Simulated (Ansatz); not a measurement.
# Lattice dynamics of CsGeBr3 (Pm-3m), part 2 of 2

Wanted: phonon frequencies of CsGeBr3 (Pm-3m) and what follows from them.

Ansatz 0.2.0; DFT PBEsol, scalar-relativistic, plane waves, PAW; PAW set soft_1.

So far, mean high-frequency dielectric constant: step 4 (a first phonon run) 8.87. The relaxed cell has a = 5.475 Å (conventional setting).

In doubt: the program warns that the response may not be converged on this k-mesh (step 6), which bears on the force constants and all frequencies.

**5. Tight relaxation, k-mesh 12×12×12**

The k mesh is raised to 12×12×12 since a zone-centre run on the first mesh warned that it was too coarse for the force constants, and the cell is relaxed again on it.

The input, input.yaml:

```yaml
crystal:
  lattice:
    - [5.4747027533, 0.0, 0.0]
    - [0.0, 5.4747027533, 0.0]
    - [0.0, 0.0, 5.4747027533]
  atoms:
    - { symbol: Cs, position: [0.0, 0.0, 0.0] }
    - { symbol: Ge, position: [0.5, 0.5, 0.5] }
    - { symbol: Br, position: [0.5, 0.5, 0.0] }
    - { symbol: Br, position: [0.5, 0.0, 0.5] }
    - { symbol: Br, position: [0.0, 0.5, 0.5] }
kpoints:
  mp_grid: { grid: [12, 12, 12] }
hamiltonian:
  xc: pbesol
  pseudopotentials: { kind: paw, azcp: { folder: soft_1 }, xc_functional: pbe }
scf:
  occupations: { method: fixed }
output:
  forces: true
  stress: true
  eigenvalues: true
  write_density: true
  write_potential: true
  elf: true
  volumetric_format: npy
relax:
  adjacent_minimum: "off"
  f_tol: 0.001
  max_steps: 60
  cell: { stress_tol: 0.01 }
```

On the command line:

```console
$ ansatz run input.yaml --threads 4 --pin off --max-ram 10240MiB --backend cpu --events-out ev --progress --plain --runs-dir out
```

Numbers of over 12 decimals in the logs are rounded to 6 here.

The log of the run:

```text
[...]
Crystal: 5 atoms, lattice volume = 164.090 Å³
Basis set: ecut = 420 eV, 3191 PW (Γ), exchange–correlation on 80×80×80 points (8 copies of the dense FFT grid, shifted against one another)
Bands: 27, of which v1, the nominal top of the filled ones, is band 22 counted from 1 (21 counted from 0)
Symmetry: 48 space group operations
[...]
k-points: 84 of 1728
[...]
--- Relaxed structure (3 steps of the walk, 3 accepted, 1 SCFs on fresh bases) ---
[...]
cell:  # Å, volume = 163.6863 Å³
    - [5.470211, 0, 0.0]
    - [0, 5.470211, 0.0]
    - [0, 0.0, 5.470211]
  atoms:
    - { symbol: Cs, position: [0, 0, 0] }
    - { symbol: Ge, position: [0.5, 0.5, 0.5] }
    - { symbol: Br, position: [0.5, 0.5, 0] }
    - { symbol: Br, position: [0.5, 0, 0.5] }
    - { symbol: Br, position: [0, 0.5, 0.5] }
[key lines of the parts left out:]
SCF converged after 5 iterations
Free energy (F): -18054.498496 eV
Fermi energy:    5.235494 eV
P = ⅓ Tr σ = 0.0001 GPa (0.001 kbar)
```

Wall time 23 s (4 threads of Arm Neoverse V2, shared host); peak memory 0.68 GiB; 88 s of CPU time.

Little changed from the start: no atom moved by 0.005 Å and no cell edge by 0.1 %.

Numbers from this step:

* pressure: 5.99e-5 GPa
* gap on the k-mesh: 0.3349 eV
* volume per atom: 32.74 Å³
* direct gap on mesh: 0.3349 eV

The forces vanish by symmetry and the pressure is 0.000 GPa, within the tolerances set. The cell now holds 32.74 Å³/atom.

**6. Linear response at the zone centre**

The zone centre is the only wavevector solved here; it holds the modes that light can see, as far as symmetry allows. The response to a homogeneous field gives the Born charges and the dielectric tensor.

input.yaml, the sections that differ from step 5:

```yaml
crystal:
  lattice:
    - [5.4702110526, 0.0, 0.0]
    - [0.0, 5.4702110526, 0.0]
    - [0.0, 0.0, 5.4702110526]
  atoms:
    - { symbol: Cs, position: [0.0, 0.0, 0.0] }
    - { symbol: Ge, position: [0.5, 0.5, 0.5] }
    - { symbol: Br, position: [0.5, 0.5, 0.0] }
    - { symbol: Br, position: [0.5, 0.0, 0.5] }
    - { symbol: Br, position: [0.0, 0.5, 0.5] }
output:
  eigenvalues: true
phonons:
  method: dfpt
  dielectric: true
  rigid_motions: translations
# kpoints, hamiltonian, scf: as in step 5
# relax: removed
```

The log of the run:

```text
[...]
Crystal: 5 atoms, lattice volume = 163.686 Å³
Basis set: ecut = 420 eV, 3191 PW (Γ), exchange–correlation on 80×80×80 points (8 copies of the dense FFT grid, shifted against one another)
Bands: 27, of which v1, the nominal top of the filled ones, is band 22 counted from 1 (21 counted from 0)
Symmetry: 48 space group operations
k-points: 518 of 1728 (irreducible under 2 space group operations, time reversal used)
[...]
SCF iter   1: F=—  HF=-18055.597730 eV  |F-HF|=—  |Δ(HF+E_count)|=         —  Δρ=2.62e-2  dr2=2.28e0  ethr=3.10e-3  ⟨swp⟩=5.0  Hψ=57116  notcnv=0  defer=1043
[...]
SCF iter  10: F=-18054.498496 eV  HF=-18054.498496 eV  |F-HF|=9.46e-11  |Δ(HF+E_count)|=   1.14e-9  Δρ=1.16e-7  dr2=3.31e-11  ethr=1.00e-12  ⟨swp⟩=14.1  Hψ=97660  notcnv=0
SCF 1 converged in 10 iterations: F = -18054.498496 eV  dr2 = 3.31e-11
[...]
the response loops of the zone centre start from zero, take more passes and end by a threshold: the memory limit or budget leaves too little room for the subspace of the ground state's own states beside the solves, or none could be made (phonons.method)
[...]
Bands: 23, of which v1, the nominal top of the filled ones, is band 22 counted from 1 (21 counted from 0)
k-points: 84
[...]
Eigensolver: Dense (84 Hₖ)
SCF iter   1: F=—  HF=-18054.483461 eV  |F-HF|=—  |Δ(HF+E_count)|=         —  Δρ=5.96e-5  dr2=2.63e-6  ethr=1.00e-1
[...]
SCF iter   4: F=-18054.483464 eV  HF=-18054.483464 eV  |F-HF|=1.15e-8  |Δ(HF+E_count)|=   9.68e-8  Δρ=2.31e-6  dr2=8.35e-9  ethr=2.02e-10
SCF 1 converged in 4 iterations: F = -18054.483464 eV  dr2 = 8.35e-9
[...]
SCF converged after 10 iterations
Free energy (F): -18054.498496 eV
[...]
Internal energy: -18054.498496 eV  (E = F + TS)
E sigma→0 (E₀):  -18054.498496 eV
Fermi energy:    5.235493 eV
[...]
--- Band table (eV; the first three rows and the last of 518) ---
  k-point 0: bands = [... 18 lower, 2.3940, 2.6801, 2.6801, 2.6801, 7.9989, 8.6241, 8.6241, 9.2697, ... 1 higher]
  k-point 1: bands = [... 18 lower, 2.3781, 2.6608, 2.6620, 2.6620, 8.0953, 8.6835, 8.7001, 9.3001, ... 1 higher]
  k-point 2: bands = [... 18 lower, 2.3344, 2.6139, 2.6139, 2.6247, 8.3677, 8.8577, 8.9166, 9.3913, ... 1 higher]
  k-point 517: bands = [... 18 lower, 3.0985, 3.0985, 3.0985, 5.2355, 5.5704, 5.5704, 5.5704, 9.4831, ... 1 higher]
[...]
ASR residual: 8.066e-5 → 0.000e0 eV/Å²; symmetrization residual: 4.012e-5 eV/Å²
  ASR residual per site (eV/Å²): 8.07e-5 2.69e-5 6.94e-5 6.94e-5 6.94e-5
[...]
ε∞ (high-frequency dielectric tensor):
        8.955996     0.000000    -0.000000
        0.000000     8.955996     0.000000
       -0.000000     0.000000     8.955996
[...]
Born effective charges Z* (e; rows j = field, columns β = displacement):
    site 0:
         1.34003   -0.00000   -0.00000
         0.00000    1.34003    0.00000
         0.00000    0.00000    1.34003
    site 1:
         5.61882    0.00000   -0.00000
         0.00000    5.61882    0.00000
        -0.00000    0.00000    5.61882
    site 2:
        -0.66978   -0.00000    0.00000
         0.00000   -0.66978    0.00000
         0.00000    0.00000   -5.61929
    site 3:
        -0.66978    0.00000    0.00000
        -0.00000   -5.61929    0.00000
         0.00000    0.00000   -0.66978
    site 4:
        -5.61929   -0.00000   -0.00000
         0.00000   -0.66978    0.00000
         0.00000    0.00000   -0.66978
  Z* charge neutrality: 2.062e-3 e pre-enforcement
[...]
optical modes at Γ without the LO–TO term, one row a degenerate level:
      ω (cm⁻¹)  modes    IR ((D/Å)²/amu)
        -61.23      3            57.4711
         41.51      3             1.4051
         51.64      3             0.0000
         75.85      3             0.2730
  optical modes at Γ + LO–TO along q̂ = [1.0000, 0.0000, 0.0000]:
      ω (cm⁻¹)  modes    IR ((D/Å)²/amu)
        -61.23      2            38.3140
         39.51      1             0.0254
         41.51      2             0.9367
         51.64      3             0.0000
         75.44      1             0.0200
         75.85      2             0.1820
        158.62      1            19.6711
  optical modes at Γ + LO–TO along q̂ = [0.0000, 1.0000, 0.0000]:
      ω (cm⁻¹)  modes    IR ((D/Å)²/amu)
        -61.23      2            38.3140
         39.51      1             0.0254
         41.51      2             0.9367
         51.64      3             0.0000
         75.44      1             0.0200
         75.85      2             0.1820
        158.62      1            19.6711
  optical modes at Γ + LO–TO along q̂ = [0.0000, 0.0000, 1.0000]:
      ω (cm⁻¹)  modes    IR ((D/Å)²/amu)
        -61.23      2            38.3140
         39.51      1             0.0254
         41.51      2             0.9367
         51.64      3             0.0000
         75.44      1             0.0200
         75.85      2             0.1820
        158.62      1            19.6711
```

Run time: 9.4 min. Hardware: 4 threads; peak memory 7.9 GiB.

Reading the cycles: dr2 is the Hartree energy of the density residual (eV), the measure of convergence; HF is the Harris–Foulkes estimate of the energy, which meets the free energy F at convergence.

This step gave:

| Property | Result |
| --- | --- |
| sum-rule residual before enforcement | 8.07e-5 eV/Å² |
| miss of the charge sum rule | 0.002062 e |
| estimated error of the dielectric tensor | 0.03285 |
| estimated error of the Born charges | 0.02312 e |
| highest optical mode at the zone centre (no LO-TO term) | 75.85 cm⁻¹ |
| lowest optical zone-centre mode | -61.23 cm⁻¹ |
| mean high-frequency dielectric constant | 8.956 |
| largest Born charge (third of the trace) | 5.619 e |
| top of the zone-centre spectrum with the field | 158.6 cm⁻¹ |

Without the LO-TO term. Patterns of degenerate modes are one choice out of their space. The modes at Γ (shares of kinetic energy by element, %) (negative means imaginary):

```tsv
mode	frequency (cm⁻¹)	symmetry	Cs %	Ge %	Br %
1	-61.2	T1u	0	63	37
2	-61.2	T1u	0	63	37
3	-61.2	T1u	0	63	37
4	0.0	acoustic	30	16	54
5	0.0	acoustic	30	16	54
6	0.0	acoustic	30	16	54
7	41.5	T1u	69	9	21
8	41.5	T1u	69	9	21
9	41.5	T1u	69	9	21
10	51.6	T2u	0	0	100
11	51.6	T2u	0	0	100
12	51.6	T2u	0	0	100
13	75.8	T1u	1	12	88
14	75.8	T1u	1	12	88
15	75.8	T1u	1	12	88
```

Displacements in mode 2 (-61.2 cm⁻¹), the largest set to 1:
```
Cs1  0.00  0.00  0.00
Ge2  1.00  0.00  0.00
Br3 -0.10  0.00  0.00
Br4 -0.10  0.00  0.00
Br5 -0.72  0.00  0.00
```

Displacements in mode 13 (75.8 cm⁻¹), the largest set to 1:
```
Cs1  0.11  0.00  0.00
Ge2  0.60  0.00  0.00
Br3 -0.86  0.00  0.00
Br4 -0.86  0.00  0.00
Br5  1.00  0.00  0.00
```

Optical modes at the zone centre, without and with the macroscopic field of the longitudinal modes; each column is sorted by frequency, so a row need not hold one and the same mode. Modes with and without the field, by row:

```tsv
rank among optical modes	no field (cm⁻¹)	q along (1, 0, 0) (cm⁻¹)
1	-61.2	-61.2
2	-61.2	-61.2
3	-61.2	39.5
4	41.5	41.5
5	41.5	41.5
6	41.5	51.6
7	51.6	51.6
8	51.6	51.6
9	51.6	75.4
10	75.8	75.8
11	75.8	75.8
12	75.8	158.6
```

Born charge (rows field, columns displacement) (e), principal values of the symmetric part by kind of site:

```tsv
atom	atoms with these values	low	middle	high	mean
Cs1	1	1.34	1.34	1.34	1.34
Ge2	1	5.62	5.62	5.62	5.62
Br3	3	-5.62	-0.67	-0.67	-2.32
```

In full for Br3:

```
-0.67  0.00  0.00
 0.00 -0.67  0.00
 0.00  0.00 -5.62
```

High-frequency dielectric tensor:

```
8.96 0.00 0.00
0.00 8.96 0.00
0.00 0.00 8.96
```

Transverse modes; imaginary modes are left out. Lines of the infrared spectrum (strongest = 100):

```tsv
position (cm⁻¹)	label	relative intensity
42	T1u	100
52	T2u	0.0
76	T1u	19
```

Before it was imposed, the acoustic sum rule was missed by 8.1e-5 eV/Å² and the charge sum rule by 0.0021 e. Small misses are needed for a sound result but don't prove that mesh and cutoff are converged. Against the first mesh the highest mode moved by +7.6 cm⁻¹. The lowest optical mode is imaginary, 61.2i cm⁻¹, so the energy falls along it.

The log warns of the k mesh: “the force constants stand on the 12×12×12 k-mesh, whose period is 8.41 times the interband length at k = (-0.5000, -0.5000, -0.5000), direct gap 0.335 eV, under 14: take them and everything formed from them as unconverged”.

**7. Another isotope, element Br, natural mass 79.904 amu**

An isotope changes the mass and not the force constants, so no new electronic calculation is needed; the shifts show which modes move this element.

The same force constants with the mass of Br changed from 79.904 to 80.916 u (phonopy, no LO-TO term). Both lists are sorted by frequency; levels can cross, so a row need not hold one and the same mode. Modes under 3 cm⁻¹ are left out. Isotope shifts, by row:

```tsv
q	rank	natural mass (cm⁻¹)	changed mass (cm⁻¹)
0 0 0	1	-61.23	-61.09
0 0 0	2	-61.23	-61.09
0 0 0	3	-61.23	-61.09
0 0 0	7	41.51	41.45
0 0 0	8	41.51	41.45
0 0 0	9	41.51	41.45
0 0 0	10	51.64	51.32
0 0 0	11	51.64	51.32
0 0 0	12	51.64	51.32
0 0 0	13	75.85	75.44
0 0 0	14	75.85	75.44
0 0 0	15	75.85	75.44
```

A mode of this element alone would shift by -0.63 %. The highest zone-centre frequency without the field goes from 75.8 to 75.4 cm⁻¹ (-0.5 %).

**8. Another isotope, element Ge, natural mass 72.63 amu**

The same for Ge, from 72.63 to 75.92 u.

The same force constants with the mass of Ge changed from 72.630 to 75.921 u (phonopy, no LO-TO term). Both lists are sorted by frequency; levels can cross, so a row need not hold one and the same mode. Modes under 3 cm⁻¹ are left out. Isotope shifts, by row:

```tsv
q	rank	natural mass (cm⁻¹)	changed mass (cm⁻¹)
0 0 0	1	-61.23	-60.38
0 0 0	2	-61.23	-60.38
0 0 0	3	-61.23	-60.38
0 0 0	7	41.51	41.42
0 0 0	8	41.51	41.42
0 0 0	9	41.51	41.42
0 0 0	10	51.64	51.64
0 0 0	11	51.64	51.64
0 0 0	12	51.64	51.64
0 0 0	13	75.85	75.66
0 0 0	14	75.85	75.66
0 0 0	15	75.85	75.66
```

A mode of this element alone would shift by -2.19 %. The highest zone-centre frequency without the field goes from 75.8 to 75.7 cm⁻¹ (-0.3 %).

**9. Summary of results**

```
space group after relaxation (within 0.01 Å)            : Pm-3m
volume per atom                                         : 32.7 Å³
gap on the k-mesh                                       : 0.335 eV
highest optical mode at the zone centre (no LO-TO term) : 75.8 cm⁻¹
top of the zone-centre spectrum with the field          : 159 cm⁻¹
lowest optical zone-centre mode                         : -61.2 cm⁻¹
mean high-frequency dielectric constant                 : 8.96
largest Born charge (third of the trace)                : 5.62 e
imaginary modes at Γ (the only wavevector solved)       : yes
```

What this shows: A zone-centre mode is imaginary (61.2i cm⁻¹), so this structure is not a minimum of the energy. Without the field, the optical modes at Γ span -61 to 76 cm⁻¹ (negative means imaginary). No dispersion was computed. The highest mode in this list at Γ, 75.8 cm⁻¹, is mostly motion of Br (88 % of the kinetic energy). With the macroscopic field of the longitudinal modes the top of the zone-centre spectrum lies at 159 cm⁻¹, against 76 cm⁻¹ without it. Among the real modes, the strongest infrared line is at 42 cm⁻¹. With the field response the log warns that the k mesh is coarse for the force constants too, so the frequencies may not be converged. Spin-orbit coupling is left out, which can matter for the heavy elements here. The PAW files were made for PBE and serve the other functionals too. These are harmonic frequencies at zero temperature: anharmonic shifts, linewidths and thermal expansion are left out.

[Logs are printed without paths, hosts, clocks, repeated set-up lines and the standing remarks that a program may print on its own settings, such as how far it seeks lower states.]

[Hosts, paths, dates, database ids (printed as entryN), source tags and the programs' standing remarks are cut or masked in the printed files.]
